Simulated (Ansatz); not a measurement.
# Formation energy and levels of the vacancy V_Al in AlN (F-43m)

Charge states of V_Al in AlN (F-43m), set against the band edges. Model: a cell of 54 host atoms with 1 Al taken out.

Main program and level: Ansatz 0.2.0; place-levels on r2SCAN runs: charge-transition levels and formation energies with image-charge correction and potential alignment at the atomic sites; PAW set soft_1.

### Step 1. Set-up

The cell holds 53 atoms: 26 Al and 27 N. Cell: a = 9.408 Å, b = 9.408 Å, c = 9.408 Å, α = 60.0°, β = 60.0°, γ = 60.0°. It derives from AlN (space group F-43m). Nearest the centre at fractional (0.333, 0.667, 0.667): N18 at 1.92 Å, N35 at 1.92 Å, N34 at 1.92 Å, N30 at 1.92 Å, Al23 at 3.14 Å, Al31 at 3.14 Å, Al5 at 3.14 Å, Al13 at 3.14 Å.

As a file:

```xyz
53
Lattice="0.0000 6.6525 6.6525 6.6525 0.0000 6.6525 6.6525 6.6525 0.0000" Properties=species:S:1:pos:R:3 pbc="T T T"
Al    0.0000    0.0000    0.0000
N     1.1088    1.1088    1.1088
Al    2.2175    2.2175    0.0000
N     3.3263    3.3263    1.1088
Al    4.4350    4.4350    0.0000
N     5.5438    5.5438    1.1088
Al    2.2175    0.0000    2.2175
N     3.3263    1.1088    3.3263
Al    4.4350    2.2175    2.2175
N     5.5438    3.3263    3.3263
Al    6.6525    4.4350    2.2175
N     7.7613    5.5438    3.3263
Al    4.4350    0.0000    4.4350
N     5.5438    1.1088    5.5438
Al    6.6525    2.2175    4.4350
N     7.7613    3.3263    5.5438
Al    8.8700    4.4350    4.4350
N     9.9788    5.5438    5.5438
Al    0.0000    2.2175    2.2175
N     1.1088    3.3263    3.3263
Al    2.2175    4.4350    2.2175
N     3.3263    5.5438    3.3263
Al    4.4350    6.6525    2.2175
N     5.5438    7.7613    3.3263
Al    2.2175    2.2175    4.4350
N     3.3263    3.3263    5.5438
Al    4.4350    4.4350    4.4350
N     5.5438    5.5438    5.5438
Al    6.6525    6.6525    4.4350
N     7.7613    7.7613    5.5438
Al    4.4350    2.2175    6.6525
N     5.5438    3.3263    7.7613
Al    6.6525    4.4350    6.6525
N     7.7613    5.5438    7.7613
N     9.9788    7.7613    7.7613
Al    0.0000    4.4350    4.4350
N     1.1088    5.5438    5.5438
Al    2.2175    6.6525    4.4350
N     3.3263    7.7613    5.5438
Al    4.4350    8.8700    4.4350
N     5.5438    9.9788    5.5438
Al    2.2175    4.4350    6.6525
N     3.3263    5.5438    7.7613
Al    4.4350    6.6525    6.6525
N     5.5438    7.7613    7.7613
Al    6.6525    8.8700    6.6525
N     7.7613    9.9788    7.7613
Al    4.4350    4.4350    8.8700
N     5.5438    5.5438    9.9788
Al    6.6525    6.6525    8.8700
N     7.7613    7.7613    9.9788
Al    8.8700    8.8700    8.8700
N     9.9788    9.9788    9.9788
```

Screening for the image-charge correction: ε∞ = 4.64, ε0 = 8.51, computed on the host (DFPT, PBEsol, on the r2SCAN cell), and a cell off the functional's own equilibrium shifts the ionic part.

The relaxed host is scaled by +1.5 % along all axes; the dielectric constants are those of the unstrained host.

The cell's shortest repeat is 9.4 Å.

### Step 2. The runs of each charge state

Levels follow from differences of total energies between charge states, each relaxed by itself.

Each atom starts 0.05 Å or so off its site in a random direction: a symmetric start keeps its symmetry, and would miss off-centre moves and Jahn–Teller distortions. Forces are taken at one point at (¼, ¼, ¼). The cell holds 3 electrons more than the neutral one, with a uniform background that keeps it neutral on the whole.

The sampling was tested on the host first: at the k-points planned (1x1x1 shifted 0.25 0.25 0.25) its energy lies 0.044 eV an atom from the dense-mesh value, so the final energies take a denser sampling.

One state's input; the others differ in charge, spin, start and seed, and in occupations where the table says so.

The input, qm3.relax/input.yaml:

```yaml
crystal:
  lattice:
    - [0.0, 2.2175009, 2.2175009]
    - [2.2175009, 0.0, 2.2175009]
    - [2.2175009, 2.2175009, 0.0]
  atoms:
    - { symbol: Al, position: [0.0, 0.0, 0.0] }
    - { symbol: "N", position: [0.25, 0.25, 0.25] }
  supercell: [3, 3, 3]
  defects: [{ vacancy: 34 }]
total_charge: -3
basis:
  ecutwfc: 500
  xc_grid: 2
hamiltonian:
  xc: r2scan
  pseudopotentials: { kind: paw, azcp: { folder: soft_1 } }
kpoints:
  mp_grid: { grid: [1, 1, 1], shift: [0.25, 0.25, 0.25] }
scf:
  occupations: { method: fixed }
  max_iter: 80
output:
  forces: true
  charged_corrections: { epsilon: 4.64, static_epsilon: 8.51 }
relax:
  f_tol: 0.02
  max_steps: 80
  random_displacement: { amplitude: 0.05, seed: 6149 }
checkpoint:
  write: "../qm3.relax.run"
  compress: false
  write_wavefunctions: true
  write_every: 100000
```

Started as:

```sh
ansatz run input.yaml --threads 8 --pin off --max-ram 15073MiB --backend cpu --events-out ev --progress --plain --runs-dir out
```

The relaxed structure is kept and the sampling changed to a 2×2×2 shifted mesh.

The run of this state that the levels use, under r2SCAN:

The input, qm3.point/input.yaml:

```yaml
crystal:
  checkpoint: "../qm3.relax.run"
  host: checkpoint
total_charge: -3
basis:
  ecutwfc: 500
  xc_grid: 2
hamiltonian:
  xc: r2scan
  pseudopotentials: { kind: paw, azcp: { folder: soft_1 } }
kpoints:
  mp_grid: { grid: [2, 2, 2], shift: [0.5, 0.5, 0.5] }
scf:
  occupations: { method: fermi_dirac, width: 0.01 }
  max_iter: 80
output:
  forces: true
  eigenvalues: true
  charged_corrections:
    epsilon: 4.64
    static_epsilon: 8.51
    defect_position: [0.333333, 0.666667, 0.666667]
  eigenstates: { localisation: true }
  populations: true
checkpoint:
  read: "../qm3.relax.run"
  write: "../qm3.point.run"
  compress: false
  write_wavefunctions: false
  write_every: 100000
```

Relaxations under r2SCAN at one point at (¼, ¼, ¼); times on 8 threads of AMD EPYC 7R43, shared host:

| charge | moment (μB) | occupations | outcome | steps | largest displacement against the far atoms (Å) | time |
| --- | --- | --- | --- | --- | --- | --- |
| −3 | 0 | fixed | converged | 7 | 0.23 | 44 s |
| −2 | 1 | fixed | converged | 11 | 0.28 | 2.9 min |
| −1 | 0 | fixed | not converged | - | - | 28 s |
| −1 | 0 | fermi-dirac | converged | 12 | 0.29 | 99 s |
| 0 | 1 | fixed | converged | 6 | 0.31 | 72 s |
| +1 | 0 | fixed | converged | 8 | 0.39 | 86 s |
| 0 | 3 | fixed | converged | 6 | 0.29 | 74 s |
| −2 | 3 | fixed | converged | 9 | 0.31 | 2.1 min |
| −1 | 2 | fixed | converged | 9 | 0.26 | 2.2 min |
| +1 | 2 | fixed | converged | 7 | 0.31 | 86 s |

Single points under r2SCAN at a 2×2×2 shifted mesh; times on 8 threads of AMD EPYC 7R43, shared host:

```csv
charge,moment (μB),occupations,outcome,time
−3,0,fermi-dirac,converged,23 s
−2,1,fermi-dirac,converged,81 s
−1,0,fermi-dirac,converged,39 s
0,1,fermi-dirac,converged,71 s
+1,0,fermi-dirac,converged,28 s
0,3,fermi-dirac,converged,63 s
−2,3,fermi-dirac,converged,80 s
−1,2,fermi-dirac,converged,77 s
+1,2,fermi-dirac,converged,68 s
```

Distances (Å) from the ideal centre to the nearest atoms after relaxation with r2SCAN:

```csv
charge,moment (μB),1.,2.,3.,4.,5.,6.
−3,0,N 2.14,N 2.14,N 2.15,N 2.15,Al 3.09,Al 3.09
−2,1,N 2.13,N 2.13,N 2.14,N 2.20,Al 3.09,Al 3.09
−2,3,N 2.12,N 2.14,N 2.22,N 2.23,Al 3.09,Al 3.09
−1,0,N 2.16,N 2.16,N 2.17,N 2.21,Al 3.12,Al 3.12
−1,2,N 2.11,N 2.18,N 2.18,N 2.19,Al 3.09,Al 3.09
0,1,N 2.16,N 2.17,N 2.20,N 2.23,Al 3.14,Al 3.14
0,3,N 2.17,N 2.17,N 2.18,N 2.21,Al 3.14,Al 3.14
+1,0,N 2.19,N 2.23,N 2.26,N 2.31,Al 3.14,Al 3.15
+1,2,N 2.22,N 2.22,N 2.23,N 2.24,Al 3.17,Al 3.17
```

### Step 3. place-levels, r2SCAN

A charged cell interacts with its images and the background, and its potential has another zero than the host's. place-levels removes the first by a point-charge model, screened by the static dielectric constant since the ions have relaxed around the charge, and the second by comparing potentials at atoms far from the defect.

The host is a run of the defect-free crystal in the same cutoffs, grids and k-points, so that basis and sampling errors cancel in part in the differences. The host is run in a cell of 2 atoms on a matching mesh. Its band edges are searched through the zone by a band path, so the gap is smaller than, or equal to, that on the mesh. Chemical potentials are energies per atom of Al (fcc), run with the same functional and cutoff.

The input, levels.point.yaml:

```yaml
host:
  run: host.point.run
states: [qm3.point.run, qm2_M1.point.run, qm1.point.run, q0_M1.point.run, qp1.point.run, q0_M3.point.run, qm2_M3.point.run, qm1_M2.point.run, qp1_M2.point.run]
geometry_from:
  qm3.point.run: qm3.relax.run
  qm2_M1.point.run: qm2_M1.relax.run
  qm1.point.run: qm1.relax_smeared.run
  q0_M1.point.run: q0_M1.relax.run
  qp1.point.run: qp1.relax.run
  q0_M3.point.run: q0_M3.relax.run
  qm2_M3.point.run: qm2_M3.relax.run
  qm1_M2.point.run: qm1_M2.relax.run
  qp1_M2.point.run: qp1_M2.relax.run
  host.point.run: host.relax.run
chemical_potentials:
  Al:
    energy: -540.418346
    dataset: <sha256 of the dataset>
epsilon: 4.64
static_epsilon: 8.51
vertical:
  - { from: qm3.point.run, to: qm3.point_neutral.run }
  - { from: qm2_M1.point.run, to: qm2_M1.point_neutral.run }
  - { from: qm1.point.run, to: qm1.point_neutral.run }
  - { from: qp1.point.run, to: qp1.point_neutral.run }
  - { from: qm2_M3.point.run, to: qm2_M3.point_neutral.run }
  - { from: qm1_M2.point.run, to: qm1_M2.point_neutral.run }
  - { from: qp1_M2.point.run, to: qp1_M2.point_neutral.run }
```

Started as:

```sh
ansatz place-levels levels.point.yaml -- --threads 8 --pin off --max-ram 15073MiB
```

Numbers of over 12 decimals in the logs are rounded to 6 here.

Log:

```text
[... repeated set-up lines and file paths are left out, and long positions are rounded to six places ...]
(+1/0) 0.588 eV above the valence edge, 3.292 eV under the conduction edge
(0/-1) 1.687 eV above the valence edge, 2.193 eV under the conduction edge
(-1/-2) 2.378 eV above the valence edge, 1.502 eV under the conduction edge
(-2/-3) 2.932 eV above the valence edge, 0.948 eV under the conduction edge
formation energy of charge +1: +8.535 eV with the Fermi level at the valence edge
formation energy of charge 0: +9.122 eV with the Fermi level at the valence edge
formation energy of charge -1: +10.809 eV with the Fermi level at the valence edge
formation energy of charge -2: +13.187 eV with the Fermi level at the valence edge
formation energy of charge -3: +16.119 eV with the Fermi level at the valence edge
vertical -3 to 0: no energy, since no alignment is typed
  the change from vertical[0].from (qm3.point.run) to vertical[0].to (qm3.point_neutral.run): by its potential at epsilon 4.64 it stands at 0.404 0.738 0.717, with an rms radius of about 2.0 Å (1.1 1.1 1.3 Å across the planes of the cell's vectors); [...]
vertical -2 to 0: no energy, since no alignment is typed
  the change from vertical[1].from (qm2_M1.point.run) to vertical[1].to (qm2_M1.point_neutral.run): by its potential at epsilon 4.64 it stands at 0.417 0.684 0.730, with an rms radius of about 2.0 Å (0.5 1.5 1.2 Å across the planes of the cell's vectors); [...]
vertical -1 to 0: no energy, since no alignment is typed
  the change from vertical[2].from (qm1.point.run) to vertical[2].to (qm1.point_neutral.run): by its potential at epsilon 4.64 it stands at 0.391 0.724 0.671, with an rms radius of about 1.7 Å (0.8 0.8 1.2 Å across the planes of the cell's vectors); [...]
[...]
of vertical[0].from (qm3.point.run): it parts from the run that its charge is read beside by 3 carriers, of which the mean alone is read, by its potential at epsilon 4.64, taken for that of held ions (one typed too small widens it): that is narrow, but one [...]
  of vertical[0].to (qm3.point_neutral.run): stability_check_not_made
  vertical[1].from (qm2_M1.point.run): levels filled in part (TS 0.002 eV): its energy is of no whole electron's
  of vertical[1].from (qm2_M1.point.run): stability_check_not_made; [...]
  of vertical[1].to (qm2_M1.point_neutral.run): it set out from the moments of a save, which an earlier run chose (saved_moments_taken); stability_check_not_made
  vertical[2].from (qm1.point.run): levels filled in part (TS 0.020 eV): its energy is of no whole electron's
  of vertical[2].to (qm1.point_neutral.run): stability_check_not_made
  of vertical[3].from (qp1.point.run): it parts from the run at its places by a charge that spreads by about 1.6 Å along one vector (1.3 Å or more is wide), by its potential at epsilon 4.64, taken for that of held ions (one typed too small widens it), where [...]
  of vertical[3].to (qp1.point_neutral.run): stability_check_not_made
  of vertical[4].from (qm2_M3.point.run): its displacements don't fall off away from the defect: farther atoms stand 0.022 Å off the host's places. [...]
  of vertical[4].to (qm2_M3.point_neutral.run): its displacements don't fall off away from the defect: farther atoms stand 0.022 Å off the host's places. [...]
  of vertical[5].from (qm1_M2.point.run): stability_check_not_made
  of vertical[5].to (qm1_M2.point_neutral.run): it set out from the moments of a save, which an earlier run chose (saved_moments_taken); seeded_moment_not_kept; stability_check_not_made
  of vertical[6].from (qp1_M2.point.run): stability_check_not_made
  of vertical[6].to (qp1_M2.point_neutral.run): it set out from the moments of a save, which an earlier run chose (saved_moments_taken); stability_check_not_made
```

Wall time 1.8 s (8 threads of AMD EPYC 7R43, shared host).

Levels between the charges placed, in eV above the valence top:

```
        gap (eV)  (+1/0)  (0/−1)  (−1/−2)  (−2/−3)
r2SCAN      3.88    0.59    1.69     2.38     2.93
```

Corrections by state:

| charge | moment (μB) | image terms and alignment (eV) | band filling (eV) | ε used | over the lowest of its charge, as the program ranks them, band filling apart (eV) |
| --- | --- | --- | --- | --- | --- |
| +1 | 2.0 | -0.085 | - | 8.51 | 0.000 |
| 0 | 3.0 | 0.000 | - | - | 0.000 |
| −1 | 2.0 | 0.623 | - | 8.51 | 0.000 |
| −2 | 1.0 | 1.757 | - | 8.51 | 0.000 |
| −3 | 0.0 | 3.403 | - | 8.51 | 0.000 |
| +1 | 0.0 | -0.207 | - | 8.51 | 1.203 |
| 0 | 1.0 | 0.000 | - | - | 0.127 |
| −1 | 0.0 | 0.646 | - | 8.51 | 0.589 |
| −2 | 3.0 | 1.675 | - | 8.51 | 2.882 |

The charged structures listed were also run neutral, and place-levels reads from each pair, by the potential or the spins, how wide the charge is by which they differ; that can be the carrier of either run.

| charge | rms radius (Å) | spread where it is widest against the cell (Å) | wide from (Å) | reading |
| --- | --- | --- | --- | --- |
| +1 | 1.5 | 1.06 | 1.33 | narrow |
| −1 | 2.0 | 1.28 | 1.33 | narrow |
| −2 | 2.0 | 1.51 | 1.33 | wide |
| −3 | 2.0 | 1.27 | 1.33 | narrow |

The neutral runs of these pairs need not share the spin of the lowest neutral state, and very wide values only mean spread over the cell.

From the program's caveats on the states, each cut to its opening words:

- charge +1 (2 μB), 0 (3 μB), −1 (2 μB), −2 (1 μB), 0 (1 μB), −2 (3 μB): flagged: stability check not made
- charge 0 (3 μB): its alignment with the host at atomic sites is doubtful: the mean over the far sites moves by +0.0572 eV from their farther parts to their nearer, more than [...]
- charge −1 (2 μB): its alignment with the host at atomic sites is doubtful: the mean over the far sites moves by +0.1623 eV from their farther parts to their nearer, more than [...]
- charge −1 (2 μB): the host's ions (past the first shell or, of a walk that freed a part, those that it held) aren't shown at rest: they stand up to 0.055 Å off their sites, 0.29 [...]
- charge −2 (1 μB): it parts from the run at its places by a charge that spreads by about 1.5 Å along one vector (1.3 Å or more is wide), by its potential at epsilon 4.64, taken [...]
- charge −2 (1 μB): its alignment with the host at atomic sites is doubtful: the mean over the far sites moves by +0.2976 eV from their farther parts to their nearer, more than [...]
- charge −2 (1 μB): the host's ions (past the first shell or, of a walk that freed a part, those that it held) aren't shown at rest: they stand up to 0.060 Å off their sites, 0.48 [...]
- charge −3: it parts from the run that its charge is read beside by 3 carriers, of which the mean alone is read, by its potential at epsilon 4.64, taken for that of held [...]
- charge −3: its alignment with the host at atomic sites is doubtful: the mean over the far sites moves by +0.4335 eV from their farther parts to their nearer, more than [...]
- charge +1: it parts from the run at its places by a charge that spreads by about 1.6 Å along one vector (1.3 Å or more is wide), by its potential at epsilon 4.64, taken [...]
- charge +1: its alignment with the host at atomic sites is doubtful: the mean over the far sites moves by -0.2484 eV from their farther parts to their nearer, more than [...]
- charge +1: the host's ions (past the first shell or, of a walk that freed a part, those that it held) aren't shown at rest: they stand up to 0.072 Å off their sites, 0.83 [...]
- charge −1: its alignment with the host at atomic sites is doubtful: the mean over the far sites moves by +0.1274 eV from their farther parts to their nearer, more than [...]
- charge −2 (3 μB): it parts from the run at its places by a charge that spreads by about 2.4 Å along one vector (1.3 Å or more is wide), by its potential at epsilon 4.64, taken [...]

The host's formation energy from the elements is -1.590 eV per atom at this strain; it sets how far the chemical potentials can move.

Limit set by the element alone; other compounds of these elements are not counted. Chemical potentials from the elements' reference states: Al 0.00 eV, N -3.18 eV. Formation energy by charge state (Al-rich; gap 3.88 eV):

```csv
charge,at valence top (eV),at conduction bottom (eV),correction included (eV)
+1,8.53,12.41,-0.08
0,9.12,9.12,0.00
−1,10.81,6.93,0.62
−2,13.19,5.43,1.76
−3,16.12,4.48,3.40
```

Fermi level (eV), lowest formation energy (eV) and a bar from the least value:
```
     0.00       8.53 ##########################
     0.35       8.89 ############################
     0.70       9.12 ##############################
     1.06       9.12 ##############################
     1.41       9.12 ##############################
     1.76       9.05 ##############################
     2.12       8.69 ###########################
     2.47       8.25 ########################
     2.82       7.54 ####################
     3.18       6.59 ##############
     3.53       5.54 #######
     3.88       4.48
```

Limit set by the element alone; other compounds of these elements are not counted. Chemical potentials from the elements' reference states: N 0.00 eV, Al -3.18 eV. Formation energies (N-rich), with the Fermi level at the valence top and at the conduction bottom (gap 3.88 eV):

```
charge  at valence top (eV)  at conduction bottom (eV)  correction included (eV)
    +1                 5.36                       9.24                     -0.08
     0                 5.94                       5.94                      0.00
    −1                 7.63                       3.75                      0.62
    −2                10.01                       2.25                      1.76
    −3                12.94                       1.30                      3.40
```

(Fermi level (eV), lowest formation energy (eV)): (0.00, 5.36), (0.35, 5.71), (0.70, 5.94), (1.06, 5.94), (1.41, 5.94), (1.76, 5.87), (2.12, 5.51), (2.47, 5.07), (2.82, 4.36), (3.18, 3.41), (3.53, 2.36), (3.88, 1.30)

### Step 4. Outcome

```json
{"gap of the host": "3.88 eV (r2SCAN)", "level (plus 1/0)": "0.59 eV above the valence top", "level (0/minus 1)": "1.69 eV above the valence top", "level (minus 1/minus 2)": "2.38 eV above the valence top", "level (minus 2/minus 3)": "2.93 eV above the valence top", "lowest of the charges placed, just above the valence top (0.02 eV)": "+1", "lowest of the charges placed, just below the conduction bottom (0.02 eV)": "−3", "lowest formation energy at mid-gap of the charges run, Al-rich": "8.87 eV", "lowest formation energy at mid-gap of the charges run, N-rich": "5.69 eV"}
```

**Reading.** Of the charges placed (−3, −2, −1, 0 and +1), the lowest changes at 0.59 eV (+1/0), 1.69 eV (0/−1), 2.38 eV (−1/−2) and 2.93 eV (−2/−3) above the valence top, in a gap of 3.88 eV. (−2/−3) lies nearer to a band edge than the share of the finite-size correction in it (1.65 eV), and that correction holds for a localised charge alone. Charges above +1 and below −3 were not placed, so these runs say nothing of levels that involve them. States placed: +1 at 2 μB and 0 μB; 0 at 3 μB and 1 μB; −1 at 2 μB and 0 μB; −2 at 1 μB and 3 μB; −3 at 0 μB. Other spin states or structures, where not listed, weren't placed. Corrections reach 3.4 eV, so the cell is small for these charges and their levels are rough. The program doubts the alignment of potentials for at least one state, a sign that the cell is small. Limits: r2SCAN makes the gap too small and tends to spread out bound carriers; where a gas molecule sets a chemical potential or the host's formation energy, its binding is uncorrected; force components of up to 0.55 eV/Å remain in a run at the final settings.

[Logs are printed without paths, hosts, clocks, repeated set-up lines and the standing remarks that a program may print on its own settings, such as how far it seeks lower states.]

[Hosts, paths, dates, database ids (printed as entryN), source tags and the programs' standing remarks are cut or masked in the printed files.]

[Where a table of states has a column of steps, it counts the stored structures, which are thinned; the runs took as many ionic steps or more.]

[A defect's name tells the site on which it was built; relaxed atoms can leave that site.]

[For some hosts the program warned that the k-mesh of the response run may be too coarse for force constants and the static dielectric constant; such warnings are not shown here.]
